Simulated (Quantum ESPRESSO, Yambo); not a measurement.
# SrTiO3 (Tausonite): G0W0 with Yambo, start to end, part 2 of 3

How does a plane-wave GW calculation on SrTiO3 (Tausonite) run from the first input to the gap?

Quantum ESPRESSO 7.5 and Yambo 5.3.0; PBE and many-body steps on it, plane waves. Known limits of the many-body steps: not at the basis limit; no spin-orbit coupling; coarse k mesh.

So far. Step 2 (Ground state): The gap is indirect, with the least direct gap 0.36 eV higher. Step 3 (Bands along the symmetry lines): The gap is 1.908 eV, as in the run before at this level.

### 4. Empty states on the mesh, 4×4×4 mesh, 121 bands

Level of this step: DFT, PBE, plane waves, norm-conserving pseudopotentials (Quantum ESPRESSO).

The sums over transitions need many empty states on a uniform mesh; this step solves for them.

pw.in

```
&control
  calculation = 'nscf'
  prefix = 'x'
  outdir = 'o'
  pseudo_dir = 'pseudo'
/
&system
  ibrav = 0
  nat = 5
  ntyp = 3
  ecutwfc = 76.0
  nbnd = 121
  force_symmorphic = .true.
/
&electrons
  conv_thr = 1e-9
  electron_maxstep = 80
  diago_full_acc = .true.
  diago_thr_init = 5e-6
/
ATOMIC_SPECIES
  Sr 87.62 Sr.upf
  Ti 47.867 Ti.upf
  O 15.999 O.upf
CELL_PARAMETERS angstrom
  3.9052800000 0.0000000000 0.0000000000
  0.0000000000 3.9052800000 0.0000000000
  0.0000000000 0.0000000000 3.9052800000
ATOMIC_POSITIONS crystal
  Sr 0.5000000000 0.5000000000 0.5000000000
  Ti 0.0000000000 0.0000000000 0.0000000000
  O 0.5000000000 0.0000000000 0.0000000000
  O 0.0000000000 0.5000000000 0.0000000000
  O 0.0000000000 0.0000000000 0.5000000000
K_POINTS automatic
  4 4 4 0 0 0
```

Launch:

```console
$ OMP_NUM_THREADS=1 mpirun -n 4 pw.x -nk 4 -in pw.in > pw.out
```

The program printed:

```text
[banner, memory and clock lines left out]
Program PWSCF v.7.5 starts

     Atomic positions and unit cell read from directory:
     o/x.save/

     Message from routine setup:
     using ibrav=0 with symmetry is DISCOURAGED, use correct ibrav instead

     G-vector sticks info

     bravais-lattice index     =            0
     lattice parameter (alat)  =       7.3799  a.u.
     unit-cell volume          =     401.9325 (a.u.)^3
     number of atoms/cell      =            5
     number of atomic types    =            3
     number of electrons       =        40.00
     number of Kohn-Sham states=          121
     kinetic-energy cutoff     =      76.0000  Ry
     charge density cutoff     =     304.0000  Ry
     Exchange-correlation= PBE
                           (   1   4   3   4   0   0   0)

     celldm(1)=   7.379910  celldm(2)=   0.000000  celldm(3)=   0.000000
     celldm(4)=   0.000000  celldm(5)=   0.000000  celldm(6)=   0.000000

     crystal axes: (cart. coord. in units of alat)
               a(1) = (   1.000000   0.000000   0.000000 )
               a(2) = (   0.000000   1.000000   0.000000 )
               a(3) = (   0.000000   0.000000   1.000000 )

     reciprocal axes: (cart. coord. in units 2 pi/alat)
               b(1) = (  1.000000  0.000000  0.000000 )
               b(2) = (  0.000000  1.000000  0.000000 )
               b(3) = (  0.000000  0.000000  1.000000 )
     Pseudo is Norm-conserving + core correction, Zval = 10.0
     Generated using ONCVPSP code by D. R. Hamann
     Using radial grid of 1834 points,  6 beta functions with:
     Pseudo is Norm-conserving + core correction, Zval = 12.0
     Generated using ONCVPSP code by D. R. Hamann
     Using radial grid of 1586 points,  6 beta functions with:
     Pseudo is Norm-conserving + core correction, Zval =  6.0
     Generated using ONCVPSP code by D. R. Hamann
     Using radial grid of  936 points,  5 beta functions with:
     Sr               10.00    87.62000     Sr( 1.00)
     Ti               12.00    47.86700     Ti( 1.00)
     O                 6.00    15.99900     O ( 1.00)

     48 Sym. Ops., with inversion, found

   Cartesian axes

     site n.     atom                  positions (alat units)
         1        Sr     tau(   1) = (   0.5000000   0.5000000   0.5000000  )
         2        Ti     tau(   2) = (   0.0000000   0.0000000   0.0000000  )
         3        O      tau(   3) = (   0.5000000   0.0000000   0.0000000  )
         4        O      tau(   4) = (   0.0000000   0.5000000   0.0000000  )
         5        O      tau(   5) = (   0.0000000   0.0000000   0.5000000  )

     number of k points=    10
                       cart. coord. in units 2pi/alat
        k(    1) = (   0.0000000   0.0000000   0.0000000), wk =   0.0312500
        k(    2) = (   0.0000000   0.0000000   0.2500000), wk =   0.1875000
        k(    3) = (   0.0000000   0.0000000  -0.5000000), wk =   0.0937500
[...]
k(    9) = (   0.2500000  -0.5000000  -0.5000000), wk =   0.1875000
        k(   10) = (  -0.5000000  -0.5000000  -0.5000000), wk =   0.0312500

     Dense  grid:    36041 G-vectors     FFT dimensions: (  45,  45,  45)

     The potential is recalculated from file :
     o/x.save/charge-density

     Starting wfcs are   27 randomized atomic wfcs +   94 random wfcs

     Band Structure Calculation

     End of band structure calculation

          k = 0.0000 0.0000 0.0000 (  4457 PWs)   bands (ev):

   -46.3527 -22.6721 -22.6271 -22.6271 -22.6271  -7.3121  -6.3299  -6.3299
    -4.6610  -4.6610  -4.6610   7.2355   7.2355   7.2355   8.8811   8.8811
     8.8811   9.6918   9.6918   9.6918  11.9546  11.9546  11.9546  14.4348
[...]
[... 4 further rows ...]
[...]
84.3331

          k = 0.0000 0.0000 0.2500 (  4504 PWs)   bands (ev):

[...]
[... 4 further rows ...]
[...]
82.8069

          k = 0.0000 0.0000-0.5000 (  4484 PWs)   bands (ev):

[...]
54.5449  54.7979  54.8855  54.8855  55.5068  56.1918  56.1918  57.6651
     [... 4 further rows ...]
    78.5887  78.9137  78.9137  79.8960  80.7597  81.1356  81.1356  81.9600
    82.0773

          k = 0.0000 0.2500 0.2500 (  4514 PWs)   bands (ev):

     [... further k-points ...]

     highest occupied, lowest unoccupied level (ev):    10.0469   11.9546

     XML data file, pseudopotentials, collected wavefunctions
```

The job ended after 13 s (4 MPI ranks of Arm Neoverse V2, shared host; peak memory 0.41 GiB; 51 s of CPU time).

This step gave:

```
gap                                                           : 1.908 eV
k of the valence top                                          : -0.5, -0.5, -0.5
k of the conduction bottom                                    : 0, 0, 0
least direct gap                                              : 2.263 eV
k points computed                                             : 10
lowest point of the top converged band, above the valence top : 71.3696 eV
```

On this mesh the gap is 1.908 eV.

### 5. Conversion and set-up

This step: Yambo 5.3.0; conversion and set-up on PBE, plane waves, norm-conserving pseudopotentials.

The states are converted to the many-body program's format and the q mesh is built.

Launch:

```console
$ (cd o/x.save; p2y > p2y.log; mv SAVE ../..); yambo > setup.log
```

The program printed:

```text
 Yambo, version 5.3.0

 [02] CORE Variables Setup
 =========================

  [02.01] Unit cells
  ==================

  Cell kind             :  CUB
  Atoms in the cell     :  Sr  Ti  O
  number of Sr atoms    :  1
  number of Ti atoms    :  1
  number of O  atoms    :  3

  List of atomic masses
  Mass of Sr    :  87.62000
  Mass of Ti    :  47.86700
  Mass of O     :  15.99900

  List of atomic coordinates    : [cc]
  Sr1       :  3.689955  3.689955  3.689955  order 1
  Ti1       :  0.000000  0.000000  0.000000  order 2
  O1       :  3.689955  0.000000  0.000000  order 3
  O2       :  0.000000  3.689955  0.000000  order 4
  O3       :  0.000000  0.000000  3.689955  order 5

  Alat factors          :  7.379910  7.379910  7.379910 [a.u.]
  Direct lattice volume :  401.9325 [a.u.]
  Direct lattice vectors:  A[ 1 ]  A[ 2 ]  A[ 3 ]
   A[ 1 ]:  1.000000  0.000000  0.000000  [iru]
   7.379910  0.000000  0.000000  [cc]
   A[ 2 ]:  0.000000  1.000000  0.000000  [iru]
   0.000000  7.379910  0.000000  [cc]
   A[ 3 ]:  0.000000  0.000000  1.000000  [iru]
   0.000000  0.000000  7.379910  [cc]

  Recip. lattice volume :  0.617144 [a.u.]
  Recip. lattice vectors:  B[ 1 ]  B[ 2 ]  B[ 3 ]
   B[ 1 ]:  1.000000  0.000000  0.000000  [iku]
   0.851391  0.000000  0.000000  [cc]
   B[ 2 ]:  0.000000  1.000000  0.000000  [iku]
   0.000000  0.851391  0.000000  [cc]
   B[ 3 ]:  0.000000  0.000000  1.000000  [iku]
   0.000000  0.000000  0.851391  [cc]

  [02.02] Symmetries
  ==================

  Inversion symmetry    : yes
  Spatial inversion     : yes
  Inversion index       :  25
  K-space Time-reversal : no
  Magnetic symmetries   : no
  Group table correct   : yes
  Symmetries units      :  [cc]

   [S  1]:  1.000000  0.000000  0.000000  0.000000  1.000000  0.000000  0.000000  0.000000  1.000000
   [S  2]: -1.000000  0.000000  0.000000  0.000000 -1.000000  0.000000  0.000000  0.000000  1.000000
   [S  3]: -1.000000  0.000000  0.000000  0.000000  1.000000  0.000000  0.000000  0.000000 -1.000000
[...]
[... 36 further rows ...]
   [S 47]:  0.000000  1.000000  0.000000  0.000000  0.000000 -1.000000  1.000000  0.000000  0.000000
   [S 48]:  0.000000 -1.000000  0.000000  0.000000  0.000000  1.000000  1.000000  0.000000  0.000000

  [02.03] Reciprocal space
  ========================

  nG shells         :   352
  nG charge         :   36041
  nG WFs            :   5739
  nC WFs            :   4632
  G-vecs. in first 35 shells:  [ Number ]
     1    7   19   27   33   57   81   93  123
    147   171   179   203   251   257   305   341   365
    389   437   461   485   515   587   619   691   739
    751   799   847   895   925   949  1021  1045
  ...
  Shell energy in first 35 shells:  [ mHa ]
    0.00000      362.433      724.866      1087.30      1449.73      1812.16      2174.60      2899.46      3261.90
[...]
Grid dimensions      :   4   4   4
  K lattice UC volume  :  0.009643 [a.u.]

  IBZ K-points                                      :  10
  BZ  K-points                                      :   64

  K/Q-points units:
  rlu = crystal or reduced units; cc = cartesian coordinates; iku = interal k-units

  K [ 1]         [rlu]:  0.000000  0.000000  0.000000
         WF components:   4457
  K [ 2]         [rlu]:  0.000000  0.000000  0.250000
         WF components:   4504
  K [ 3]         [rlu]:  0.000000  0.000000 -0.500000
         WF components:   4484
[...]
K [ 8]         [rlu]:  0.250000  0.250000 -0.500000
[...]
K [ 9]         [rlu]:  0.250000 -0.500000 -0.500000
         WF components:   4524
  K [10]         [rlu]: -0.500000 -0.500000 -0.500000
         WF components:   4632

  [02.05] Energies & Occupations
  ==============================

  [X] === General ===
  [X] Electronic Temperature                        :  0.000000  0.000000 [eV K]
  [X] Bosonic    Temperature                        :  0.000000  0.000000 [eV K]
  [X] Finite Temperature mode                       : no
  [X] El. density                                   :  0.67159E+24 [cm-3]
  [X] Fermi Level                                   :  10.04689 [eV]

  [X] === Gaps and Widths ===
  [X] Conduction Band Min                           :  1.907663 [eV]
  [X] Valence Band Max                              :  0.000000 [eV]
  [X] Filled Bands                                  :  20
  [X] Empty Bands                                   :   21  121
  [X] Direct Gap                                    :  2.262791 [eV]
  [X] Direct Gap localized at k                     :  1
  [X] Indirect Gap                                  :  1.907663 [eV]
  [X] Indirect Gap between kpts                     :  10   1
  [X] Last valence band width                       :  0.731989 [eV]
  [X] 1st conduction band width                     :  2.609048 [eV]

  E @ K [ 1]:  [eV]
  -56.39953 -32.71903 -32.67394 -32.67394 -32.67394 -17.35894 -16.37680 -16.37680
[...]
occ @ K [ 1]
[...]
E @ K [ 2]:  [eV]
[...]
occ @ K [ 2]
[...]
E @ K [ 3]:  [eV]
[...]
occ @ K [ 3]
[...]
E @ K [ 8]:  [eV]
[...]
occ @ K [ 8]
[...]
E @ K [ 9]:  [eV]
[...]
occ @ K [ 9]
[...]
E @ K [10]:  [eV]
[...]
occ @ K [10]
[...]
0.000000  0.000000  0.000000  0.000000  0.000000  0.000000  0.000000  0.000000
   0.000000  0.000000  0.000000  0.000000  0.000000  0.000000  0.000000  0.000000

 [03] Transferred momenta grid and indexing
 ==========================================

 IBZ Q-points                                      :  10
 BZ  Q-points                                      :   64

 K/Q-points units:
 rlu = crystal or reduced units; cc = cartesian coordinates; iku = interal k-units

 Q [ 1]         [rlu]:  0.000000  0.000000  0.000000
 Q [ 2]         [rlu]:  0.000000  0.000000  0.250000
 Q [ 3]         [rlu]:  0.000000  0.000000 -0.500000
[...]
Q [ 8]         [rlu]:  0.250000  0.250000 -0.500000
 Q [ 9]         [rlu]:  0.250000 -0.500000 -0.500000
 Q [10]         [rlu]: -0.500000 -0.500000 -0.500000

  [03.01] X indexes
  =================

   [03.01.01] Sigma indexes
   ========================

 [06] Game Over & Game summary
```

Run time: 3 s. Hardware: 1 MPI rank; peak memory 0.25 GiB.

(Part 2 of 3 ends here.)

[Paths, hosts, dates, memory and timing lines, banners, echoed tables and standing remarks are left out of the program output.]

[Logs are printed without paths, hosts, clocks, repeated set-up lines and the standing remarks that a program may print on its own settings, such as how far it seeks lower states.]

[Runs of the session that timed out or met a known fault of the program may be left out.]

[Hosts, paths, dates, database ids (printed as entryN), source tags and the programs' standing remarks are cut or masked in the printed files.]
